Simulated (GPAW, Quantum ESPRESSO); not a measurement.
# Near-edge structure at the O K edge of HfO2 (Fm-3m), part 6 of 6

Do two independent programs agree on the O K edge of HfO2 (Fm-3m)? The same cell and functional are run with XSpectra and with GPAW.

Quantum ESPRESSO 7.5 and GPAW 26.7.0; core-hole supercells, plane-wave PAW PBE.

So far. Step 15 (Spectrum with FCH, O atom 2 (GPAW)): Main maxima below 24 eV (height): 0.5 eV (1.60), 3.7 eV (3.16), 8.8 eV (1.19), 12.7 eV (1.09), 17.0 eV (0.81) and 22.4 eV (1.00).  Step 15 (Spectrum with FCH, O atom 2 (GPAW)): The hole costs E(hole) − E(ground) = 528.23 eV, and the lowest empty level of the hole cell on the spectrum's mesh lies at 11.89 eV, which puts the zero at 540.13 eV. With the free-atom term of -8.91 eV for this edge, the photon energy is 531.22 eV.

### Step 16. Excitation energy, O atom 2 (GPAW)

Level of this step: plane-wave PAW DFT, PBE, self-consistent field (GPAW).

With the excited electron kept in the cell the system stays neutral, and the energy difference is an excitation energy by itself. In a small cell that electron takes up a good share of the lowest empty band, or all of one, which shifts the value from the true onset.

Changed against the first core-hole run: core hole to XCH, with the smearing that suits a partly filled band.

scf.py reads:

```python
import numpy as np
from ase import Atoms
from ase.parallel import parprint, paropen
from gpaw import GPAW, PW, FermiDirac, Mixer, MixerDif, setup_paths
from gpaw.test import gen
setup_paths.insert(0, '.')
gen('O', name='fch1s', xcname='PBE', corehole=(1, 0, 1), write_xml=True)
from gpaw.mpi import world
world.barrier()

atoms = Atoms('Hf6O12',
    cell=[[2.5575, 5.115, -2.5575],
     [5.115, -2.5575, 2.5575],
     [2.5575, -5.115, -2.5575]],
    scaled_positions=[[0, 0, 0],
     [0.5, 0, 0.5],
     [0, 0.33333333, 0.33333333],
     [0.5, 0.66666667, 0.16666667],
     [0.5, 0.33333333, 0.83333333],
     [0, 0.66666667, 0.66666667],
     [0.375, 0, 0.125],
     [0.875, 0, 0.625],
     [0.375, 0.33333333, 0.45833333],
     [0.875, 0.66666667, 0.29166667],
     [0.875, 0.33333333, 0.95833333],
     [0.375, 0.66666667, 0.79166667],
     [0.125, 0.33333333, 0.70833333],
     [0.625, 0.33333333, 0.20833333],
     [0.125, 0.66666667, 0.04166667],
     [0.625, 0, 0.875],
     [0.625, 0.66666667, 0.54166667],
     [0.125, 0, 0.375]],
    pbc=True)
atoms.calc = calc = GPAW(legacy_gpaw=True, mode=PW(500), xc='PBE', setups={6: 'fch1s'},
    kpts={'size': (3, 4, 4), 'gamma': True}, occupations=FermiDirac(0.04),
    charge=-1, mixer=Mixer(0.1, 5, 50), maxiter=150,
    convergence={'density': 0.0001}, txt='scf.txt')
energy = atoms.get_potential_energy() + calc.get_reference_energy()
ef = calc.get_fermi_level()
out = dict(energy=energy, fermi=ef, forces=atoms.get_forces().tolist())
parprint(f'all-electron energy {energy:.4f} eV, Fermi level {ef:.4f} eV')
ev = np.array([[calc.get_eigenvalues(k, s) for k in range(len(calc.get_ibz_k_points()))] for s in range(calc.get_number_of_spins())])
out['homo'], out['lumo'], out['counts'] = ev[ev < ef].max(), ev[ev > ef].min(), sorted(set((ev < ef).sum((0, 2)).tolist()))
out['filled'] = (ev[:, 0] < ef).sum(1).tolist()
import json
with paropen('out.json', 'w') as f:
    json.dump(out, f)
```

Launch:

```console
$ OMP_NUM_THREADS=1 mpirun -n 4 gpaw python scf.py
```

Numbers of over 12 decimals in the logs are rounded to 6 here.

The log of the run:

```text
Input parameters:
  charge: -1
  convergence: {density: 0.0001}
  kpts: {gamma: True,
         size: (3, 4, 4)}
  maxiter: 150
  mixer: {backend: pulay,
          beta: 0.1,
          method: separate,
          nmaxold: 5,
          weight: 50}
  mode: {ecut: 500.0,
         name: pw}
  occupations: {fixmagmom: False,
                name: fermi-dirac,
                width: 0.04}
  setups: {6: fch1s}
  xc: PBE

[...]
2s(2) :    -1.608483     1.066038
*s    :    -0.608483
2p(4) :    -1.062351     0.789101
*p    :    -0.062351
*d    :     0.000000
--------------------------------

Diagonalizing with gridspacing h=0.050

state   all-electron     PAW
-------------------------------
2s:      -1.608483    -1.609927
2p:      -1.062351    -1.068630
*d:                   -0.061610
*f:                   -0.013338
-------------------------------
all-electron energy -2483430.2730 eV, Fermi level 12.1313 eV
[key lines of the parts left out:]
Converged after 21 iterations.
Dipole moment: (-0.129377, 0.127178, 0.129377) |e|*Ang
Free energy:   -178.175648
Fermi level: 12.13127
```

It took 1.7 min on 4 MPI ranks of Arm Neoverse V2, shared host; peak memory 0.38 GiB.

The total-energy difference is 540.29 eV. With the free-atom term of -8.91 eV for this edge, the photon energy is 531.38 eV.

### Step 17. The two programs side by side

The line shapes differ (Lorentzian half width 0.4 eV up to 4 eV, rising linearly to 1.75 eV at 25 eV (not a setting of the program: the run's 0.4 eV curve was folded afterwards with a further Lorentzian above 4 eV), against Gaussian full width 0.9 eV up to 4 eV, rising linearly to 3.5 eV at 25 eV), so both get a further Gaussian of 1.5 eV full width before they are compared; the Lorentzian tails remain.

| E (eV) | XSpectra | GPAW |
| --- | --- | --- |
| -2.00 | 0.10 | 0.00 |
| -1.25 | 0.19 | 0.07 |
| -0.50 | 0.44 | 0.39 |
| 0.25 | 0.82 | 0.87 |
| 1.00 | 0.87 | 0.81 |
| 1.75 | 0.77 | 0.56 |
| 2.50 | 1.14 | 1.09 |
| 3.25 | 1.91 | 2.14 |
| 4.00 | 2.26 | 2.47 |
| 4.75 | 1.90 | 1.88 |
| 5.50 | 1.37 | 1.22 |
| 6.25 | 1.03 | 0.86 |
| 7.00 | 0.90 | 0.75 |
| 7.75 | 0.92 | 0.86 |
| 8.50 | 0.98 | 1.02 |
| 9.25 | 0.93 | 0.97 |
| 10.00 | 0.81 | 0.74 |
| 10.75 | 0.77 | 0.65 |
| 11.50 | 0.84 | 0.79 |
| 12.25 | 0.91 | 0.97 |
| 13.00 | 0.90 | 1.01 |
| 13.75 | 0.84 | 0.93 |
| 14.50 | 0.79 | 0.82 |
| 15.25 | 0.76 | 0.76 |
| 16.00 | 0.75 | 0.77 |
| 16.75 | 0.73 | 0.79 |
| 17.50 | 0.70 | 0.77 |
| 18.25 | 0.68 | 0.72 |
| 19.00 | 0.68 | 0.68 |
| 19.75 | 0.72 | 0.70 |
| 20.50 | 0.77 | 0.78 |
| 21.25 | 0.80 | 0.88 |
| 22.00 | 0.80 | 0.95 |
| 22.75 | 0.75 | 0.94 |
| 23.50 | 0.67 | 0.85 |
| 24.25 | 0.59 | 0.70 |
| 25.00 | 0.53 | 0.54 |
| 25.75 | 0.50 | 0.43 |
| 26.50 | 0.48 | 0.37 |
| 27.25 | 0.48 | 0.35 |
| 28.00 | 0.49 | 0.37 |
| 28.75 | 0.51 | 0.40 |
| 29.50 | 0.53 | 0.44 |
| 30.25 | 0.53 | 0.48 |
| 31.00 | 0.50 | 0.54 |
| 31.75 | 0.47 | 0.62 |

|  | XSpectra | GPAW |
| --- | --- | --- |
| k mesh of the spectrum | 4×5×5 | 4×5×5 |
| cutoff (eV) | 680 | 500 |
| highest intensity below 16 eV after the common broadening, eV (height) | 4.0 (2.26) | 3.8 (2.49) |
| zero, corrected photon energy (eV) | 531.0 | 531.2 |
| core time, hole field and spectrum | 31 min | 29 min |

### Step 18. What the core hole does

XSpectra's curves. Both curves are counted from their own zero, so only the shift of weight within the empty states shows.

```
E (eV)  no hole   FCH
  -2.0     0.06  0.08
  -1.0     0.12  0.15
   0.0     0.47  0.66
   1.0     1.04  0.88
   2.0     0.36  0.51
   3.0     0.74  1.69
   4.0     1.58  2.62
   5.0     2.32  1.67
   6.0     1.76  1.07
   7.0     1.03  0.79
   8.0     0.94  0.95
   9.0     1.42  1.18
  10.0     0.89  0.68
  11.0     0.59  0.63
  12.0     0.98  1.08
  13.0     1.15  1.03
  14.0     0.88  0.82
  15.0     0.86  0.73
  16.0     0.87  0.84
  17.0     0.82  0.78
  18.0     0.67  0.62
  19.0     0.59  0.60
  20.0     0.65  0.78
  21.0     0.80  0.93
  22.0     1.29  1.22
  23.0     1.11  0.87
  24.0     0.74  0.59
  25.0     0.52  0.46
  26.0     0.53  0.44
  27.0     0.42  0.46
  28.0     0.38  0.38
  29.0     0.51  0.61
  30.0     0.81  0.75
  31.0     0.64  0.57
  32.0     0.40  0.39
```

With each curve scaled to its own mean, the area from −2 to 6 eV with the hole is 8.8 against 7.7, and the centre of weight from −1 to 20 eV moves by -0.5 eV: the hole pulls the absorber's empty states down.

### Step 19. Outcome

| Property | Result |
| --- | --- |
| absorber and edge | O K, atom 2 of the ground-state input (counted from 1) |
| surroundings | 4 Hf at 2.21 Å (tetrahedral, site symmetry -43m) |
| highest intensity below 16 eV (XSpectra, narrow line) | 3.9 eV above the zero, height 2.67 |
| photon energy of the zero, with the added terms | 531.0 eV (raw 539.9 eV; uncertain by a few eV) |

In words: The two programs agree closely: 11 % r.m.s. remains over the first 14 eV after a relative shift of 0.0 eV, and their photon-energy zeros differ by 0.2 eV. What differs may come from the PAW partial waves, meshes, cutoffs and line shapes. In XSpectra the O K edge of atom 2, with 4 Hf at 2.21 Å (tetrahedral, site symmetry -43m), has its highest intensity of the first 16 eV at 3.9 eV above the zero, near 535 eV in photon energy (uncertain by a few eV), 2.7 times the mean level of the first 20 eV (Lorentzian half width 0.4 eV). In XSpectra: With each curve scaled to its own mean, the area from −2 to 6 eV with the hole is 8.8 against 7.7, and the centre of weight from −1 to 20 eV moves by -0.5 eV: the hole pulls the absorber's empty states down. In GPAW: With each curve scaled to its own mean, the area from −2 to 6 eV with the hole is 8.8 against 7.7, and the centre of weight from −1 to 20 eV moves by -0.5 eV (first and strongest maxima below 20 eV: 0.8 eV (1.51), 4.8 eV (2.69) and 9.2 eV (1.37) without the hole, 0.5 eV (1.60), 3.7 eV (3.16) and 8.8 eV (1.19) with it); the shape changes all the same, by 47 % r.m.s. In XSpectra the neutral-cell energy lies +0.2 eV from the charged-cell zero, a gap made of the charged-cell error and of where the added electron settles. In GPAW the neutral-cell energy lies +0.2 eV from the charged-cell zero, a gap made of the charged-cell error and of where the added electron settles. The holes are only 6.3 Å apart, so the shape is probably not converged with cell size; no larger cell was run here. Lifetime broadening is put in by hand, and intensities beyond about 20 eV depend on it and on the partial waves. The structure is a published determination, not relaxed.

[Banner, clock and machine lines of the logs are left out without a mark of their own.]

[Logs are printed without paths, hosts, clocks, repeated set-up lines and the standing remarks that a program may print on its own settings, such as how far it seeks lower states.]

[Hosts, paths, dates, database ids (printed as entryN), source tags and the programs' standing remarks are cut or masked in the printed files.]

[Lists of maxima count a maximum above −3 eV only where it reaches 4 % of the highest in the window and stands out from its surroundings by 2 % of it (1.5 % where it reaches 55 %); shoulders and weaker maxima are passed over, and of the rest the first, up to two pre-edge ones and the few strongest are named.]
